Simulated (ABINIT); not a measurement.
## WS2 (Tungstenite): G0W0 with ABINIT, start to end

How does a plane-wave GW calculation on WS2 (Tungstenite) run from the first input to the gap?

Calculated with ABINIT 10.8.3; PBE and many-body steps on it, plane waves.

### Step 1. The structure

It takes space group P6_3/mmc (No. 194, hexagonal). The conventional cell has a = 3.153 Å, b = 3.153 Å, c = 12.323 Å, α = 90.00°, β = 90.00°, γ = 120.00°. Nearest to W lie 6 S at 2.40 Å. S has 3 W at 2.40 Å nearest. Farther neighbours and most contacts between anions are not listed.

The cell and positions come from the Crystallography Open Database and are kept as given unless a step says otherwise. Spin-orbit coupling is left out unless a step names it.

### Step 2. Ground state

This step: ABINIT 10.8.3; DFT, PBE, plane waves, norm-conserving pseudopotentials.

The ground-state density comes first.

The input, run.abi:

```
acell 3*1.0 Angstrom
rprim 
  3.153199999992 0.000000000002 0.000000000000
  -1.576599999998 2.730751303206 0.000000000000
  0.000000000000 0.000000000000 12.323000000000
ntypat 2
znucl 74 16
natom 6
typat 1 1 2 2 2 2
xred 
  0.333333333333 0.666666666667 0.250000000000
  0.666666666667 0.333333333333 0.750000000000
  0.333333333333 0.666666666667 0.622500000000
  0.666666666667 0.333333333333 0.122500000000
  0.333333333333 0.666666666667 0.877500000000
  0.666666666667 0.333333333333 0.377500000000
pp_dirpath "pseudos"
pseudos "W.upf, S.upf"
ecut 31
ngkpt 6 6 2
nshiftk 1
shiftk 0 0 0
kptopt 1
chksymbreak 0
nband 33
occopt 1
tolvrs 1e-10
nstep 60
prtwf 0
optforces 0
optstress 0
indata_prefix "in"
outdata_prefix "out"
tmpdata_prefix "tmp"
```

Run with:

```sh
$ OMP_NUM_THREADS=1 mpirun -n 8 abinit run.abi > log
```

Numbers of over 12 decimals in the logs are rounded to 6 here.

Log:

```text
.Version 10.8.3 of ABINIT. v10.8.2 released Aug 2026.

 Symmetries : space group P6_3/m m c (#194); Bravais hP (primitive hexag.)
================================================================================
 Values of the parameters that define the memory need of the present run
     intxc =       0    ionmov =       0      iscf =       7    lmnmax =       8
     lnmax =       8     mgfft =     120  mpssoang =       4    mqgrid =    5837
     natom =       6  nloc_mem =       1    nspden =       1   nspinor =       1
    nsppol =       1      nsym =      24    n1xccc =    2501    ntypat =       2
    occopt =       1   xclevel =       2
-    mband =          33        mffmem =           1         mkmem =           2
       mpw =        5944          nfft =      108000          nkpt =          14
================================================================================
  Rough estimation (10% accuracy) of disk space for files :
================================================================================

--------------------------------------------------------------------------------
------------- Echo of variables that govern the present computation ------------
--------------------------------------------------------------------------------
 -outvars: echo values of preprocessed input variables --------
            acell      1.8897261259E+00  1.8897261259E+00  1.8897261259E+00 Bohr

      chksymbreak           0
             ecut      3.10000000E+01 Hartree
-          fftalg         312

              ixc     -101130
              kpt      0.00000000E+00  0.00000000E+00  0.00000000E+00
                       1.66666667E-01  0.00000000E+00  0.00000000E+00
                       3.33333333E-01  0.00000000E+00  0.00000000E+00
                       5.00000000E-01  0.00000000E+00  0.00000000E+00
                       1.66666667E-01  1.66666667E-01  0.00000000E+00
                       3.33333333E-01  1.66666667E-01  0.00000000E+00
                       3.33333333E-01  3.33333333E-01  0.00000000E+00
                       0.00000000E+00  0.00000000E+00  5.00000000E-01
                       1.66666667E-01  0.00000000E+00  5.00000000E-01
                       3.33333333E-01  0.00000000E+00  5.00000000E-01
                       5.00000000E-01  0.00000000E+00  5.00000000E-01
[...]
kptrlatt        6    0    0      0    6    0      0    0    2
          kptrlen      3.57521065E+01
P           mkmem           2
            natom           6
            nband          33
            ngfft          30      30     120
             nkpt          14
            nstep          60
             nsym          24
           ntypat           2
              occ      2.000000  2.000000  2.000000  2.000000  2.000000  2.000000
                       2.000000  2.000000  2.000000  2.000000  2.000000  2.000000
                       2.000000  2.000000  2.000000  2.000000  2.000000  2.000000
                       2.000000  2.000000  2.000000  2.000000  2.000000  2.000000
                       2.000000  2.000000  0.000000  0.000000  0.000000  0.000000
[...]
optforces           0
        optstress           0
            prtwf           0
            rprim      3.1532000000E+00  2.0000000000E-12  0.0000000000E+00
[...]
spgroup         194

           tolvrs      1.00000000E-10

             xred      3.3333333333E-01  6.6666666667E-01  2.5000000000E-01
[...]
znucl       74.00000   16.00000

================================================================================

 chkinp: Checking input parameters for consistency.

================================================================================
== DATASET  1 ==================================================================
-   mpi_nproc: 8, omp_nthreads: 1 (-1 if OMP is not activated)

--- !DatasetInfo
iteration_state: {dtset: 1, }
dimensions: {natom: 6, nkpt: 14, mband: 33, nsppol: 1, nspinor: 1, nspden: 1, mpw: 5944, }
cutoff_energies: {ecut:  31.0, pawecutdg:  -1.0, }
electrons: {nelect:   5.20000000E+01, charge:   0.00000000E+00, occopt:   1.00000000E+00, tsmear:   1.00000000E-02, }

 Real(R)+Recip(G) space primitive vectors, cartesian coordinates (Bohr,Bohr^-1):
 R(1)=  5.9586844  0.0000000  0.0000000  G(1)=  0.1678223  0.0968922  0.0000000
 R(2)= -2.9793422  5.1603721  0.0000000  G(2)=  0.0000000  0.1937845  0.0000000
 R(3)=  0.0000000  0.0000000 23.2870950  G(3)=  0.0000000  0.0000000  0.0429422
 Unit cell volume ucvol=  7.1605555E+02 bohr^3
 Angles (23,13,12)=  9.00000000E+01  9.00000000E+01  1.20000000E+02 degrees

 getcut: wavevector=  0.0000  0.0000  0.0000  ngfft=  30  30 120
         ecut(hartree)=     31.000   => boxcut(ratio)=   2.01023

--- Pseudopotential description ------------------------------------------------
- W Generated using ONCVPSP code by D. R. Hamann
- 74.00000  14.00000  171031                  znucl, zion, pspdat
12 -101130 3 -1 1396                          pspcod,pspxc,lmax,lloc,mmax
     nproj     2     2     2     2
  pspatm : epsatm=   11.70739509
         --- l  ekb(1:nproj) -->
[...]
pspatm: atomic psp has been read  and splines computed

- S Generated using ONCVPSP code by D. R. Hamann
- 16.00000   6.00000  171031                  znucl, zion, pspdat
12 -101130 2 -1 1146                          pspcod,pspxc,lmax,lloc,mmax
     nproj     2     2     2     0
  pspatm : epsatm=    9.01821529
         --- l  ekb(1:nproj) -->
[...]
pspatm: atomic psp has been read  and splines computed

   3.09335787E+03                                ecore*ucvol(ha*bohr**3)
--------------------------------------------------------------------------------

_setup2: Arith. and geom. avg. npw (full set) are    5903.792    5903.746

================================================================================

--- !BeginCycle
iteration_state: {dtset: 1, }
solver: {iscf: 7, nstep: 60, nline: 4, wfoptalg: 0, }
tolerances: {tolvrs: 1.00E-10, }

     iter   Etot(hartree)      deltaE(h)  residm     vres2
 ETOT  1  -195.84886537400    -1.958E+02 8.652E-02 1.579E+02
 ETOT  2  -195.89030693970    -4.144E-02 3.711E-02 1.176E+03
 ETOT  3  -196.02861226715    -1.383E-01 1.384E-02 8.356E+00
 ETOT  4  -196.02942917523    -8.169E-04 5.021E-03 2.556E+00
 ETOT  5  -196.02958716226    -1.580E-04 4.625E-03 2.055E-02
 ETOT  6  -196.02958981700    -2.655E-06 1.050E-03 8.045E-03
 ETOT  7  -196.02959029102    -4.740E-07 8.389E-04 2.987E-05
 ETOT  8  -196.02959029387    -2.850E-09 5.135E-04 2.264E-06
 ETOT  9  -196.02959029411    -2.405E-10 1.853E-04 7.420E-08
 ETOT 10  -196.02959029411    -7.873E-12 4.535E-04 3.028E-09
 ETOT 11  -196.02959029411    -4.547E-13 1.653E-04 3.319E-10
 ETOT 12  -196.02959029412    -1.450E-12 4.851E-04 6.799E-12

 At SCF step   12       vres2   =  6.80E-12 < tolvrs=  1.00E-10 =>converged.

--- !ResultsGS
iteration_state: {dtset: 1, }
comment   : Summary of ground state results
lattice_vectors:
- [  5.9586844,   0.0000000,   0.0000000, ]
- [ -2.9793422,   5.1603721,   0.0000000, ]
- [  0.0000000,   0.0000000,  23.2870950, ]
lattice_lengths: [   5.95868,    5.95868,   23.28710, ]
lattice_angles: [ 90.000,  90.000, 120.000, ] # degrees, (23, 13, 12)
lattice_volume:   7.1605555E+02
convergence: {deltae: -1.450E-12, res2:  6.799E-12, residm:  4.851E-04, diffor:  0.000E+00, }
etotal    :  -1.96029590E+02
entropy   :   0.00000000E+00
fermie    :   3.49444803E-01
cartesian_stress_tensor: null
pressure_GPa: null
xred      :
- [  3.3333E-01,   6.6667E-01,   2.5000E-01,  W]
- [  6.6667E-01,   3.3333E-01,   7.5000E-01,  W]
- [  3.3333E-01,   6.6667E-01,   6.2250E-01,  S]
- [  6.6667E-01,   3.3333E-01,   1.2250E-01,  S]
- [  3.3333E-01,   6.6667E-01,   8.7750E-01,  S]
- [  6.6667E-01,   3.3333E-01,   3.7750E-01,  S]
cartesian_forces: null
force_length_stats: {min: null, max: null, mean: null, }

 Integrated electronic density in atomic spheres:
 ------------------------------------------------
 Atom  Sphere_radius  Integrated_density
[...]
================================================================================

 ----iterations are completed or convergence reached----

 Mean square residual over all n,k,spin=   29.308E-07; max=  48.513E-05
 reduced coordinates (array xred) for    6 atoms
[...]
0.666666666667      0.333333333333      0.750000000000
       0.333333333333      0.666666666667      0.622500000000
       0.666666666667      0.333333333333      0.122500000000
       0.333333333333      0.666666666667      0.877500000000
       0.666666666667      0.333333333333      0.377500000000
 rms dE/dt=  0.0000E+00; max dE/dt=  0.0000E+00; dE/dt below (all hartree)
    1       0.000000000000      0.000000000000      0.000000000000
    2       0.000000000000      0.000000000000      0.000000000000
    3       0.000000000000      0.000000000000      0.000000000000
    4       0.000000000000      0.000000000000      0.000000000000
    5       0.000000000000      0.000000000000      0.000000000000
    6       0.000000000000      0.000000000000      0.000000000000

 cartesian coordinates (angstrom) at end:
    1     -1.33e-12     1.820501     3.080750
    2      1.576600     0.910250     9.242250
    3     -1.33e-12     1.820501     7.671068
    4      1.576600     0.910250     1.509567
    5     -1.33e-12     1.820501    10.813432
    6      1.576600     0.910250     4.651933
 length scales=  1.889726125908  1.889726125908  1.889726125908 bohr
              =  1.000000000000  1.000000000000  1.000000000000 angstroms
 prteigrs : about to open file out_EIG
 Fermi (or HOMO) energy (hartree) =   0.34944   Average Vxc (hartree)=  -0.41084
 Eigenvalues (hartree) for nkpt=  14  k points:
 kpt#   1, nband= 33, wtk=  0.01389, kpt=  0.0000  0.0000  0.0000 (reduced coord)
  -2.39287   -2.39287   -1.07959   -1.07958   -1.07265   -1.07265   -1.07265   -1.07265
  -0.22539   -0.21688   -0.16868   -0.15256    0.06843    0.10714    0.20801    0.22170
   0.22170    0.22222    0.22222    0.26709    0.26709    0.26906    0.26906    0.29374
   0.30457    0.34944    0.43436    0.43442    0.43474    0.43539    0.43621    0.43925
   0.44308
 prteigrs : prtvol=0 or 1, do not print more k-points.

--- !EnergyTerms
iteration_state     : {dtset: 1, }
comment             : Components of total free energy in Hartree
kinetic             :  5.62979939834143E+01
hartree             :  5.12043006751492E+01
xc                  : -4.59534279593619E+01
Ewald energy        : -1.20345391836037E+02
psp_core            :  4.31999703190776E+00
local_psp           : -1.72738556691340E+02
non_local_psp       :  3.11854945021525E+01
total_energy        : -1.96029590294116E+02
total_energy_eV     : -5.33423689713459E+03
band_energy         : -1.79620718597031E+01

== END DATASET(S) ==============================================================
================================================================================

 -outvars: echo values of variables after computation  --------
           etotal     -1.9602959029E+02
            nband          33
             nkpt          14
          spgroup         194
 [... the other variables as echoed above ...]

 Calculation completed.
```

It took 21 s on 8 MPI ranks of Arm Neoverse V2, shared host; peak memory 0.68 GiB; 2.8 min of CPU time.

Numbers from this step:

* total energy: -5334.2369 eV
* gap: 0.9807 eV
* k of the valence top: 0, 0, 0
* k of the conduction bottom: 0.1667, 0.1667, 0
* least direct gap: 1.837 eV

The gap is indirect, with the least direct gap 0.86 eV higher.

### Step 3. Empty states on the mesh, 3×3×1 mesh, 166 bands

The sums over transitions need many empty states on a uniform mesh; this step solves for them.

Edit run.abi of step 2 so:

```diff
@@ -19,3 +19,3 @@
 ecut 31
-ngkpt 6 6 2
+ngkpt 3 3 1
 nshiftk 1
@@ -24,9 +24,10 @@
 chksymbreak 0
-nband 33
-occopt 1
-tolvrs 1e-10
+iscf -2
+irdden 1
+istwfk *1
+nband 166
+nbdbuf 14
+tolwfr 1e-09
 nstep 60
-prtwf 0
-optforces 0
-optstress 0
+prtvol 0
 indata_prefix "in"
```

Run with:

```sh
$ OMP_NUM_THREADS=2 mpirun -n 3 abinit run.abi > log
```

Log:

```text
.Version 10.8.3 of ABINIT. v10.8.2 released Aug 2026.

 Symmetries : space group P6_3/m m c (#194); Bravais hP (primitive hexag.)
[... echo of the input left out ...]
== DATASET  1 ==================================================================
-   mpi_nproc: 3, omp_nthreads: 2 (-1 if OMP is not activated)

--- !DatasetInfo
iteration_state: {dtset: 1, }
dimensions: {natom: 6, nkpt: 3, mband: 166, nsppol: 1, nspinor: 1, nspden: 1, mpw: 5917, }
cutoff_energies: {ecut:  31.0, pawecutdg:  -1.0, }
electrons: {nelect:   5.20000000E+01, charge:   0.00000000E+00, occopt:   1.00000000E+00, tsmear:   1.00000000E-02, }

 Real(R)+Recip(G) space primitive vectors, cartesian coordinates (Bohr,Bohr^-1):
 R(1)=  5.9586844  0.0000000  0.0000000  G(1)=  0.1678223  0.0968922  0.0000000
 R(2)= -2.9793422  5.1603721  0.0000000  G(2)=  0.0000000  0.1937845  0.0000000
 R(3)=  0.0000000  0.0000000 23.2870950  G(3)=  0.0000000  0.0000000  0.0429422
 Unit cell volume ucvol=  7.1605555E+02 bohr^3
 Angles (23,13,12)=  9.00000000E+01  9.00000000E+01  1.20000000E+02 degrees

 getcut: wavevector=  0.0000  0.0000  0.0000  ngfft=  30  30 120
         ecut(hartree)=     31.000   => boxcut(ratio)=   2.01023

--- Pseudopotential description ------------------------------------------------
- W Generated using ONCVPSP code by D. R. Hamann
- 74.00000  14.00000  171031                  znucl, zion, pspdat
12 -101130 3 -1 1396                          pspcod,pspxc,lmax,lloc,mmax
     nproj     2     2     2     2
  pspatm : epsatm=   11.70739509
         --- l  ekb(1:nproj) -->
             0   12.992056    1.844411
             1    9.080024    1.409692
             2    4.470007    0.514403
[...]
pspatm: atomic psp has been read  and splines computed

- S Generated using ONCVPSP code by D. R. Hamann
- 16.00000   6.00000  171031                  znucl, zion, pspdat
12 -101130 2 -1 1146                          pspcod,pspxc,lmax,lloc,mmax
     nproj     2     2     2     0
  pspatm : epsatm=    9.01821529
         --- l  ekb(1:nproj) -->
[...]
pspatm: atomic psp has been read  and splines computed

--------------------------------------------------------------------------------

================================================================================
 prteigrs : about to open file out_EIG
 Non-SCF case, kpt    1 (  0.00000  0.00000  0.00000), residuals and eigenvalues=
  4.79E-10  8.33E-10  7.66E-10  3.17E-10  2.03E-10  8.23E-10  2.57E-10  9.88E-10
  3.94E-10  3.82E-10  6.48E-10  4.95E-10  2.55E-10  1.82E-10  2.78E-10  2.53E-10
  3.15E-10  2.33E-10  8.23E-10  1.22E-10  3.43E-10  1.58E-10  2.67E-10  1.70E-10
[...]
2.95E-08  5.95E-07  8.04E-07  5.81E-05  2.57E-05  1.56E-04
 -2.3929E+00 -2.3929E+00 -1.0796E+00 -1.0796E+00 -1.0726E+00 -1.0726E+00
 -1.0726E+00 -1.0726E+00 -2.2539E-01 -2.1688E-01 -1.6868E-01 -1.5256E-01
[...]
2.4417E+00  2.4487E+00  2.4590E+00  2.4590E+00  2.4608E+00  2.4608E+00
  2.4834E+00  2.5015E+00  2.5062E+00  2.5341E+00
 prteigrs : prtvol=0 or 1, do not print more k-points.

--- !ResultsGS
iteration_state: {dtset: 1, }
comment   : Summary of ground state results
lattice_vectors:
- [  5.9586844,   0.0000000,   0.0000000, ]
- [ -2.9793422,   5.1603721,   0.0000000, ]
- [  0.0000000,   0.0000000,  23.2870950, ]
lattice_lengths: [   5.95868,    5.95868,   23.28710, ]
lattice_angles: [ 90.000,  90.000, 120.000, ] # degrees, (23, 13, 12)
lattice_volume:   7.1605555E+02
convergence: {deltae:  0.000E+00, res2:  0.000E+00, residm:  9.884E-10, diffor:  0.000E+00, }
etotal    :  -1.96029590E+02
entropy   :   0.00000000E+00
fermie    :   3.49444803E-01
cartesian_stress_tensor: null
pressure_GPa: null
xred      :
- [  3.3333E-01,   6.6667E-01,   2.5000E-01,  W]
- [  6.6667E-01,   3.3333E-01,   7.5000E-01,  W]
- [  3.3333E-01,   6.6667E-01,   6.2250E-01,  S]
- [  6.6667E-01,   3.3333E-01,   1.2250E-01,  S]
- [  3.3333E-01,   6.6667E-01,   8.7750E-01,  S]
- [  6.6667E-01,   3.3333E-01,   3.7750E-01,  S]
cartesian_forces: null
force_length_stats: {min: null, max: null, mean: null, }

 Integrated electronic density in atomic spheres:
 ------------------------------------------------
 Atom  Sphere_radius  Integrated_density
[...]
================================================================================

 ----iterations are completed or convergence reached----

 Mean square residual over all n,k,spin=   47.217E-11; max=  98.837E-11
 reduced coordinates (array xred) for    6 atoms
[...]
0.333333333333      0.666666666667      0.877500000000
       0.666666666667      0.333333333333      0.377500000000

 cartesian coordinates (angstrom) at end:
    1     -1.33e-12     1.820501     3.080750
    2      1.576600     0.910250     9.242250
    3     -1.33e-12     1.820501     7.671068
    4      1.576600     0.910250     1.509567
    5     -1.33e-12     1.820501    10.813432
    6      1.576600     0.910250     4.651933
 length scales=  1.889726125908  1.889726125908  1.889726125908 bohr
              =  1.000000000000  1.000000000000  1.000000000000 angstroms
 prteigrs : about to open file out_EIG
 Eigenvalues (hartree) for nkpt=   3  k points:
 kpt#   1, nband=166, wtk=  0.11111, kpt=  0.0000  0.0000  0.0000 (reduced coord)
[...]
2.32247    2.32247    2.36662    2.38431    2.40443    2.41242    2.41242    2.41414
   2.41414    2.41953    2.41953    2.43000    2.44167    2.44874    2.45900    2.45900
   2.46079    2.46079    2.48336    2.50155    2.50616    2.53409
 prteigrs : prtvol=0 or 1, do not print more k-points.

== END DATASET(S) ==============================================================
================================================================================

 -outvars: echo values of variables after computation  --------
            nband         166
             nkpt           3
          spgroup         194
 [... the other variables as echoed above ...]

 Calculation completed.
```

Run time: 33 s. Hardware: 3 MPI ranks; peak memory 0.3 GiB; 2.3 min of CPU time.

This step gave:

```yaml
gap: 1.305 eV
k_of_the_valence_top: 0, 0, 0
k_of_the_conduction_bottom: 0.3333, 0.3333, 0
least_direct_gap: 1.837 eV
k_points_computed: 3
lowest_point_of_the_top_converged_band_above_the_valence_top: 53.9991 eV
```

On this mesh the gap is 1.305 eV. The earlier step found 0.981 eV, so this mesh misses an edge.

(Continued in part 2 of 2.)

[Paths, hosts, dates, memory and timing lines, banners, echoed tables and standing remarks are left out of the program output.]

[Logs are printed without paths, hosts, clocks, repeated set-up lines and the standing remarks that a program may print on its own settings, such as how far it seeks lower states.]

[Runs of the session that timed out or met a known fault of the program may be left out.]

[Hosts, paths, dates, database ids (printed as entryN), source tags and the programs' standing remarks are cut or masked in the printed files.]

[G0W0 gaps are taken among the corrected bands and points alone; a level outside them can change the order at an edge.]

[Where Ansatz stands beside ABINIT at settings called matched, ABINIT's density can come from a denser mesh and the files from another edition; pairs whose starting gaps differed by over 0.03 eV were left out, so agreement reads better than it is.]
